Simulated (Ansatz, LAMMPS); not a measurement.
## Amorphous HfO2 (66 atoms) under strain

Aim: relax amorphous HfO2 (66 atoms), then change its volume and shape to read moduli from the stress.

Calculated with Ansatz 0.2.0; Kohn-Sham DFT, PBE, PAW (set soft_1), plane waves.

**1. Set-up**

The cell holds 66 atoms: 22 Hf and 44 O. Cell: a = 9.594 Å, b = 9.594 Å, c = 9.594 Å, α = 90.0°, β = 90.0°, γ = 90.0°. 66 atoms (22 Zr, 44 O) placed at random at 5.13 g/cm³, melted at 5000 K for 10 ps at fixed volume with the Morse and Coulomb pair potential with partial charges (Pedone, Malavasi, Menziani, Cormack and Segre, J. Phys. Chem. B 110, 11780 (2006)). Quenched from 5000 K to 300 K at 5 K/ps and fixed volume, held 10 ps at zero pressure, then minimised at fixed cell. Then Zr was replaced by Hf and the cell scaled by 1.008 (the potential has no terms for the new elements, so the cell is a start for a DFT relaxation).

What the set-up can't give: The quench rate of 5 K/ps is orders of magnitude faster than experiment, which tends to freeze in extra defects. The network of bonds at the start is that of the classical potential that made the cell, and needn't be the one that DFT or experiment would give. Sampling is at Γ alone. No spin–orbit coupling is included, so levels derived from the heavy atoms are approximate.

**2. Single point at the start**

A single point comes first, to see the forces before anything moves.

input.yaml

```yaml
crystal:
  lattice:
    - [9.59408, 0.0, 0.0]
    - [0.0, 9.59408, 0.0]
    - [0.0, 0.0, 9.59408]
  atoms:
    - { symbol: Hf, position: [0.75512, 0.05964, 0.40088] }
    - { symbol: Hf, position: [0.18634, 0.64302, 0.4024] }
    - { symbol: Hf, position: [0.91297, 0.00141, 0.99765] }
    - { symbol: Hf, position: [0.69898, 0.29903, 0.08288] }
    - { symbol: Hf, position: [0.59667, 0.91707, 0.12826] }
    - { symbol: Hf, position: [0.8584, 0.22202, 0.73202] }
    - { symbol: Hf, position: [0.33156, 0.11226, 0.02566] }
    - { symbol: Hf, position: [0.0006, 0.54178, 0.72447] }
    - { symbol: Hf, position: [0.98686, 0.90385, 0.62168] }
    - { symbol: Hf, position: [0.15131, 0.05348, 0.32386] }
    - { symbol: Hf, position: [0.48884, 0.55892, 0.01183] }
    - { symbol: Hf, position: [0.33162, 0.74481, 0.69641] }
    - { symbol: Hf, position: [0.44321, 0.10371, 0.62098] }
    - { symbol: Hf, position: [0.59139, 0.43174, 0.65868] }
    - { symbol: Hf, position: [0.43905, 0.3104, 0.34974] }
    - { symbol: Hf, position: [0.13735, 0.42498, 0.13765] }
    - { symbol: Hf, position: [0.59366, 0.66286, 0.38646] }
    - { symbol: Hf, position: [0.8948, 0.38754, 0.37156] }
    - { symbol: Hf, position: [0.673, 0.80752, 0.74194] }
    - { symbol: Hf, position: [0.188, 0.79614, 0.068] }
    - { symbol: Hf, position: [0.26894, 0.34212, 0.77615] }
    - { symbol: Hf, position: [0.87422, 0.60826, 0.09965] }
    - { symbol: O, position: [0.5631, 0.69832, 0.16393] }
    - { symbol: O, position: [0.38514, 0.90551, 0.06803] }
    - { symbol: O, position: [0.32663, 0.15702, 0.24042] }
    - { symbol: O, position: [0.73447, 0.25691, 0.28994] }
    - { symbol: O, position: [0.90826, 0.3952, 0.14583] }
    - { symbol: O, position: [0.22852, 0.54967, 0.72212] }
    - { symbol: O, position: [0.484, 0.90134, 0.67225] }
    - { symbol: O, position: [0.55327, 0.12664, 0.05739] }
    - { symbol: O, position: [0.38947, 0.67743, 0.48318] }
    - { symbol: O, position: [0.71568, 0.88952, 0.93993] }
    - { symbol: O, position: [0.63505, 0.87545, 0.3473] }
    - { symbol: O, position: [0.8648, 0.22331, 0.51708] }
    - { symbol: O, position: [0.20312, 0.82572, 0.85263] }
    - { symbol: O, position: [0.9655, 0.79909, 0.05308] }
    - { symbol: O, position: [0.01937, 0.53755, 0.94459] }
    - { symbol: O, position: [0.46741, 0.4205, 0.84021] }
    - { symbol: O, position: [0.80408, 0.43561, 0.71152] }
    - { symbol: O, position: [0.2484, 0.0615, 0.52122] }
    - { symbol: O, position: [0.78706, 0.58429, 0.30645] }
    - { symbol: O, position: [0.20332, 0.83648, 0.28588] }
    - { symbol: O, position: [0.96866, 0.97627, 0.41703] }
    - { symbol: O, position: [0.82586, 0.19662, 0.94474] }
    - { symbol: O, position: [0.63175, 0.21413, 0.69982] }
    - { symbol: O, position: [0.54354, 0.13246, 0.43337] }
    - { symbol: O, position: [0.50031, 0.69531, 0.84122] }
    - { symbol: O, position: [0.79278, 0.01355, 0.17941] }
    - { symbol: O, position: [0.28177, 0.59691, 0.06227] }
    - { symbol: O, position: [0.14374, 0.76955, 0.57517] }
    - { symbol: O, position: [0.23358, 0.3047, 0.9917] }
    - { symbol: O, position: [0.05786, 0.60603, 0.22876] }
    - { symbol: O, position: [0.70475, 0.51029, 0.99934] }
    - { symbol: O, position: [0.12161, 0.02728, 0.08707] }
    - { symbol: O, position: [0.05719, 0.3226, 0.73584] }
    - { symbol: O, position: [0.3903, 0.31998, 0.58764] }
    - { symbol: O, position: [0.76925, 0.95575, 0.60604] }
    - { symbol: O, position: [0.07045, 0.26142, 0.2995] }
    - { symbol: O, position: [0.50888, 0.39074, 0.15313] }
    - { symbol: O, position: [0.34209, 0.13687, 0.80997] }
    - { symbol: O, position: [0.01937, 0.51852, 0.50111] }
    - { symbol: O, position: [0.96797, 0.03565, 0.78742] }
    - { symbol: O, position: [0.2762, 0.45786, 0.31755] }
    - { symbol: O, position: [0.57952, 0.44762, 0.44094] }
    - { symbol: O, position: [0.63944, 0.64572, 0.60335] }
    - { symbol: O, position: [0.89087, 0.73518, 0.72795] }
kpoints:
  mp_grid: { grid: [1, 1, 1] }
hamiltonian:
  xc: pbe
  pseudopotentials: { kind: paw, azcp: { folder: soft_1 } }
scf:
  occupations: { method: fixed }
output:
  forces: true
```

On the command line:

```console
> ansatz run input.yaml --threads 4 --pin off --max-ram 8192MiB --backend cpu --events-out ev --progress --plain --runs-dir out
```

Numbers of over 12 decimals in the logs are rounded to 6 here.

Output:

```text
Engine: ansatz 0.2.0, x86_64-unknown-linux-gnu
Pseudopotentials: kind: paw
Pseudopotential: Hf, paw, valence charge 26, recommended cutoff 420 eV (normal), soft_1/Hf.paw.azcp
Pseudopotential: O, paw, valence charge 6, recommended cutoff 420 eV (normal), soft_1/O.paw.azcp
[... 5 lines on functional and potentials left out ...]
Crystal: 66 atoms, lattice volume = 883.100 Å³
Basis set: ecut = 420 eV, 17269 PW (Γ), exchange–correlation on 144×144×144 points (8 copies of the dense FFT grid, shifted against one another)
Bands: 502, of which v1, the nominal top of the filled ones, is band 418 counted from 1 (417 counted from 0)
Symmetry: 1 space group operations
Space group: P1 (ITA 1), of the structure as read, at distance tolerance 9.6e-5 Å
k-points: 1
[... 5 lines on functional and potentials left out ...]
Initial density: superposition of atomic densities (chi_scale 0.1, normalization cell, long waves kept (reshape's long-wave potential 0.06 eV rms))
Initial wavefunctions: pseudopotential atomic-orbital guess
Functional: x = pbe(κ = 0.804, μ = 0.219515), c = pbe(β = 0.066725)
SCF iter   1: F=—  HF=-370979.035358 eV  |F-HF|=—  |Δ(HF+E_count)|=         —  Δρ=8.35e-2  dr2=5.24e1  ethr=3.10e-3  ⟨swp⟩=4.0  Hψ=1302  notcnv=0  defer=80
preconditioner: auto → Resta (q_TF=auto, 2.703 Å⁻¹)  ε∞=4.6  [insulator: Δε(μ)=2.874 eV  Ē_g=18.618 eV  n_scr=304 (ndim 8)  ℏωp=35.2 eV  f_vac=0.053  ε∞_Penn≈4.6]
SCF iter   2: F=—  HF=-370967.541157 eV  |F-HF|=—  |Δ(HF+E_count)|=    1.15e1  Δρ=3.94e-2  dr2=1.36e1  ethr=3.10e-3  ⟨swp⟩=2.0  Hψ=981  notcnv=0  defer=79
SCF iter   3: F=—  HF=-370964.320447 eV  |F-HF|=—  |Δ(HF+E_count)|=    3.22e0  Δρ=2.27e-2  dr2=4.23e0  ethr=1.63e-3  ⟨swp⟩=2.0  Hψ=739  notcnv=0  defer=80
SCF iter   4: F=—  HF=-370963.565603 eV  |F-HF|=—  |Δ(HF+E_count)|=   7.55e-1  Δρ=7.26e-3  dr2=3.70e-1  ethr=5.06e-4  ⟨swp⟩=3.0  Hψ=982  notcnv=0  defer=82
SCF iter   5: F=—  HF=-370963.798683 eV  |F-HF|=—  |Δ(HF+E_count)|=   2.33e-1  Δρ=5.65e-3  dr2=2.55e-1  ethr=4.43e-5  ⟨swp⟩=3.0  Hψ=757  notcnv=0  defer=82
SCF iter   6: F=—  HF=-370963.751851 eV  |F-HF|=—  |Δ(HF+E_count)|=   4.68e-2  Δρ=1.19e-3  dr2=1.43e-2  ethr=3.05e-5  ⟨swp⟩=2.0  Hψ=825  notcnv=0  defer=82
SCF iter   7: F=—  HF=-370963.766547 eV  |F-HF|=—  |Δ(HF+E_count)|=   1.47e-2  Δρ=7.57e-4  dr2=5.14e-3  ethr=1.71e-6  ⟨swp⟩=2.0  Hψ=977  notcnv=0  defer=82
SCF iter   8: F=—  HF=-370963.767991 eV  |F-HF|=—  |Δ(HF+E_count)|=   1.44e-3  Δρ=3.27e-4  dr2=1.14e-3  ethr=6.15e-7  ⟨swp⟩=2.0  Hψ=843  notcnv=0  defer=82
SCF iter   9: F=—  HF=-370963.768855 eV  |F-HF|=—  |Δ(HF+E_count)|=   8.65e-4  Δρ=1.08e-4  dr2=1.55e-4  ethr=1.36e-7  ⟨swp⟩=2.0  Hψ=750  notcnv=0  defer=80
SCF iter  10: F=—  HF=-370963.769071 eV  |F-HF|=—  |Δ(HF+E_count)|=   2.16e-4  Δρ=1.13e-4  dr2=1.01e-4  ethr=1.86e-8  ⟨swp⟩=2.0  Hψ=841  notcnv=0  defer=79
SCF iter  11: F=—  HF=-370963.769068 eV  |F-HF|=—  |Δ(HF+E_count)|=   3.28e-6  Δρ=2.23e-5  dr2=5.11e-6  ethr=1.20e-8  ⟨swp⟩=2.0  Hψ=753  notcnv=0  defer=79
SCF iter  12: F=—  HF=-370963.770676 eV  |F-HF|=—  |Δ(HF+E_count)|=   1.61e-3  Δρ=1.85e-5  dr2=2.75e-6  ethr=6.11e-10  ⟨swp⟩=2.0  Hψ=839  notcnv=0  defer=79
SCF iter  13: F=—  HF=-370963.770676 eV  |F-HF|=—  |Δ(HF+E_count)|=   6.86e-8  Δρ=6.20e-6  dr2=3.27e-7  ethr=3.29e-10  ⟨swp⟩=2.0  Hψ=753  notcnv=0  defer=79
SCF iter  14: F=-370963.770676 eV  HF=-370963.770676 eV  |F-HF|=3.83e-8  |Δ(HF+E_count)|=   2.90e-7  Δρ=2.82e-6  dr2=6.73e-8  ethr=1.20e-11  ⟨swp⟩=5.0  Hψ=2046  notcnv=0
SCF 1 converged in 14 iterations: F = -370963.770676 eV  dr2 = 6.73e-8
  greatest PAW one-centre occupation: 0.999 electrons in one spin orbital (limit 2), on the Hf atom at site 10 (counted from 0), in its partial waves of l = 0
SCF converged after 14 iterations
Free energy (F): -370963.770676 eV
Harris-Foulkes:  -370963.770676 eV  (|F-HF|=3.83e-8)
Internal energy: -370963.770676 eV  (E = F + TS)
E sigma→0 (E₀):  -370963.770676 eV
Fermi energy:    10.533531 eV
--- Per-component energies (eV) ---
  E_band       = -3165.527524
  E_kinetic    = 16228.024726
  E_local      = -178228.328156  (includes V_loc(G=0)·N_el)
  E_nonlocal   = 3696.163869
  E_hartree    = 83982.817547
  E_xc         = -8977.511997
  E_vxc        = -9576.922038  (∫ρ·V_xc dr)
  E_paw        = -176532.088113  (= ΣΔE_a)
  E_vpaw       = -3250.159907  (= ΣTr[D̂ρ^β])
  E_aug_tail   = 0.035001  (compensation charges beyond the density's cutoff)
  E_ewald      = -111132.883552
  E_smearing   = -0.000000  (= −TS)
  E_closure    = 0.000000  (closes the sum)
  Σ components = -370963.770676   (vs F -370963.770676, Δ=0.00e0)
--- Forces (eV/Å), atoms counted from 1 ---
  atom   1  Hf    -0.03890562     0.06587834    -0.43631142
  atom   2  Hf     0.05633437     0.08012978    -0.19520603
  atom   3  Hf    -0.13804365    -0.65556722     0.74339132
  atom   4  Hf     0.14303288    -0.06919042     1.10876100
  atom   5  Hf     0.06300488    -0.39234804    -0.35810447
  atom   6  Hf    -0.67899306     0.67371370    -0.89959020
  atom   7  Hf     1.01990006    -0.44797229     0.27208350
  atom   8  Hf     0.16051363     0.18844744     0.43664824
  atom   9  Hf    -0.33683852    -0.18368784     0.54500890
  atom  10  Hf     0.73680588     0.23550278     1.55133194
  atom  11  Hf    -0.33902682     0.42714997     0.03100432
  atom  12  Hf    -0.77058508     0.22658109     1.57938507
  atom  13  Hf    -0.29086785    -0.57483600    -0.50861735
  atom  14  Hf     0.15690655    -0.87012001     0.39032229
[...]
atom  65  O      0.31992488     0.36826704     0.06038341
  atom  66  O     -0.03123137     0.40255854    -0.53680205
  max |Σ_I F_I| component: 1.38e-4 eV/Å
```

The job ended after 10 s (4 threads of Intel Xeon Platinum 8488C (Sapphire Rapids), shared host; peak memory 1.5 GiB; 37 s of CPU time).

The column dr2 measures how far the density is from self-consistency, as an energy; F and HF (Harris–Foulkes) agree once it is small.

The r.m.s. force at the start is 0.38 eV/Å.

**3. Cell and atoms relaxed**

Cell and atoms are freed together, to release stress as well as forces.

input.yaml

```yaml
crystal:
  lattice:
    - [9.59408, 0.0, 0.0]
    - [0.0, 9.59408, 0.0]
    - [0.0, 0.0, 9.59408]
  atoms:
    [... the 66 atom lines of step 2 ...]
kpoints:
  mp_grid: { grid: [1, 1, 1] }
hamiltonian:
  xc: pbe
  pseudopotentials: { kind: paw, azcp: { folder: soft_1 } }
scf:
  occupations: { method: fixed }
output:
  forces: true
relax:
  f_tol: 0.05
  max_steps: 150
  cell: {}
```

Output:

```text
[...]
Crystal: 66 atoms, lattice volume = 883.100 Å³
Basis set: ecut = 420 eV, 17269 PW (Γ), exchange–correlation on 144×144×144 points (8 copies of the dense FFT grid, shifted against one another)
Bands: 502, of which v1, the nominal top of the filled ones, is band 418 counted from 1 (417 counted from 0)
Symmetry: 1 space group operations
[...]
k-points: 1
[...]
SCF iter   1: F=—  HF=-370979.035358 eV  |F-HF|=—  |Δ(HF+E_count)|=         —  Δρ=8.35e-2  dr2=5.24e1  ethr=3.10e-3  ⟨swp⟩=4.0  Hψ=1302  notcnv=0  defer=80
[...]
SCF iter  13: F=—  HF=-370963.770676 eV  |F-HF|=—  |Δ(HF+E_count)|=   7.01e-8  Δρ=6.21e-6  dr2=3.28e-7  ethr=3.29e-10  ⟨swp⟩=2.0  Hψ=753  notcnv=0  defer=79
SCF iter  14: F=-370963.770676 eV  HF=-370963.770676 eV  |F-HF|=3.77e-8  |Δ(HF+E_count)|=   2.89e-7  Δρ=2.82e-6  dr2=6.71e-8  ethr=1.20e-11  ⟨swp⟩=5.0  Hψ=2046  notcnv=0
SCF 1 converged in 14 iterations: F = -370963.770676 eV  dr2 = 6.71e-8
[...]
relax step   1: F+E_penalty+E_count = -370963.77067606 eV  Δ(F+E_penalty+E_count) = +0.000e0 eV  max|allowed force component| = 1.579e0 eV/Å  Δτ_max = 0.0000 Å  P = -7.451 GPa  Ω = 883.100 Å³  (14 SCF iters, dr2 threshold 1.00e-7 eV, accepted)
[... from here on, the SCF cycles and remarks between the steps are left out ...]
relax step   2: F+E_penalty+E_count = -370965.37011843 eV  Δ(F+E_penalty+E_count) = -1.599e0 eV  max|allowed force component| = 1.013e0 eV/Å  Δτ_max = 0.1266 Å  P = +2.320 GPa  Ω = 840.253 Å³  energy of the carried Pulay correction = +1.189e-1 eV  (9 SCF iters, dr2 threshold 6.60e-6 eV, accepted)
relax step   3: F+E_penalty+E_count = -370966.04378284 eV  Δ(F+E_penalty+E_count) = -6.737e-1 eV  max|allowed force component| = 4.044e-1 eV/Å  Δτ_max = 0.0893 Å  P = +0.498 GPa  Ω = 848.000 Å³  energy of the carried Pulay correction = +9.698e-2 eV  (7 SCF iters, dr2 threshold 6.60e-6 eV, accepted)
relax step   4: F+E_penalty+E_count = -370966.30138314 eV  Δ(F+E_penalty+E_count) = -2.576e-1 eV  max|allowed force component| = 3.578e-1 eV/Å  Δτ_max = 0.2000 Å  P = -0.057 GPa  Ω = 850.613 Å³  energy of the carried Pulay correction = +8.962e-2 eV  (8 SCF iters, dr2 threshold 6.60e-6 eV, accepted)
relax step   5: F+E_penalty+E_count = -370966.35969346 eV  Δ(F+E_penalty+E_count) = -5.831e-2 eV  max|allowed force component| = 2.273e-1 eV/Å  Δτ_max = 0.2000 Å  P = +0.130 GPa  Ω = 845.912 Å³  energy of the carried Pulay correction = +1.029e-1 eV  (8 SCF iters, dr2 threshold 6.60e-6 eV, accepted)
relax step   6: F+E_penalty+E_count = -370966.39989922 eV  Δ(F+E_penalty+E_count) = -4.021e-2 eV  max|allowed force component| = 1.758e-1 eV/Å  Δτ_max = 0.1562 Å  P = +0.042 GPa  Ω = 845.809 Å³  energy of the carried Pulay correction = +1.032e-1 eV  (8 SCF iters, dr2 threshold 3.23e-6 eV, accepted)
relax step   7: F+E_penalty+E_count = -370966.41200117 eV  Δ(F+E_penalty+E_count) = -1.210e-2 eV  max|allowed force component| = 8.624e-2 eV/Å  Δτ_max = 0.0577 Å  P = -0.007 GPa  Ω = 846.297 Å³  energy of the carried Pulay correction = +1.018e-1 eV  (7 SCF iters, dr2 threshold 1.93e-6 eV, accepted)
relax step   8: F+E_penalty+E_count = -370966.41710716 eV  Δ(F+E_penalty+E_count) = -5.106e-3 eV  max|allowed force component| = 3.179e-2 eV/Å  Δτ_max = 0.0368 Å  P = +0.025 GPa  Ω = 846.095 Å³  energy of the carried Pulay correction = +1.024e-1 eV  (8 SCF iters, dr2 threshold 4.65e-7 eV, accepted)
relax step   9: F+E_penalty+E_count = -370966.36138444 eV  Δ(F+E_penalty+E_count) = +5.572e-2 eV  max|allowed force component| = 3.062e-2 eV/Å  Δτ_max = 0.0000 Å  P = -0.113 GPa  Ω = 846.095 Å³  stress off target by 2.20e-1 GPa  SCF on the basis re-selected at this cell (its energy is not comparable with the rows above)  (8 SCF iters)
relax step  10: F+E_penalty+E_count = -370966.36480952 eV  Δ(F+E_penalty+E_count) = -3.425e-3 eV  max|allowed force component| = 1.332e-2 eV/Å  Δτ_max = 0.0136 Å  P = -0.013 GPa  Ω = 845.589 Å³  energy of the carried Pulay correction = +1.366e-3 eV  (8 SCF iters, dr2 threshold 1.21e-7 eV, accepted)
relax step  11: F+E_penalty+E_count = -370966.36511911 eV  Δ(F+E_penalty+E_count) = -3.096e-4 eV  max|allowed force component| = 1.322e-2 eV/Å  Δτ_max = 0.0000 Å  P = -0.014 GPa  Ω = 845.589 Å³  stress off target by 2.74e-2 GPa  SCF on the basis re-selected at this cell (its energy is not comparable with the rows above)  (6 SCF iters)
basis re-selected at this cell: Δ(F+E_penalty+E_count) = -3.096e-4 eV, ΔP = -0.002 GPa vs the last step (what re-selecting the basis moved, of the pressure what is left beyond the Pulay correction that the steps carried, after the strain that the cell walked since its last selection, [...]
SCF converged after 6 iterations
Free energy (F): -370966.365119 eV
[...]
Internal energy: -370966.365119 eV  (E = F + TS)
E sigma→0 (E₀):  -370966.365119 eV
Fermi energy:    11.154701 eV
[...]
Σ components = -370966.365119   (vs F -370966.365119, Δ=0.00e0)
--- Forces (eV/Å), atoms counted from 1 ---
  atom   1  Hf    -0.00127797    -0.00018608    -0.00319088
  atom   2  Hf    -0.00130430    -0.00141900     0.00649219
  atom   3  Hf     0.00396571     0.00120820     0.00320967
  atom   4  Hf     0.00647969    -0.00387976    -0.00206100
[...]
atom  66  O     -0.00018381     0.00212972     0.00447766
  max |Σ_I F_I| component: 1.09e-5 eV/Å
--- Stress (GPa, compression-positive) ---
       -0.023151      -0.003287      -0.003900
       -0.003287      -0.014692      -0.010732
       -0.003900      -0.010732      -0.005268
  P = ⅓ Tr σ = -0.0144 GPa (-0.144 kbar)
--- Relaxed structure (9 steps of the walk, 9 accepted, 2 SCFs on fresh bases) ---
  F+E_penalty+E_count = -370966.36511911 eV   max|allowed force component| = 1.322e-2 eV/Å   (the final SCF, on the basis selected at the relaxed cell)
  cell:  # Å, volume = 845.5888 Å³
    - [9.300355, -0.195729, -0.042502]
    - [-0.195729, 9.642365, 0.206090]
    - [-0.042502, 0.206090, 9.437821]
  atoms:
    - { symbol: Hf, position: [0.745326, 0.058599, 0.398044] }
    - { symbol: Hf, position: [0.187886, 0.641729, 0.401428] }
    - { symbol: Hf, position: [0.916412, 0.00613093, 0.998290] }
    - { symbol: Hf, position: [0.704768, 0.287981, 0.089388] }
[...]
- { symbol: O, position: [0.892741, 0.747675, 0.731836] }
```

Run time: 81 s. Hardware: 4 threads; peak memory 1.6 GiB.

The relaxation converged after 9 steps, with a largest force component of 0.013 eV/Å.

(Part 1 of 3 ends here.)

[Logs are printed without paths, hosts, clocks, repeated set-up lines and the standing remarks that a program may print on its own settings, such as how far it seeks lower states.]

[Hosts, paths, dates, database ids (printed as entryN), source tags and the programs' standing remarks are cut or masked in the printed files.]
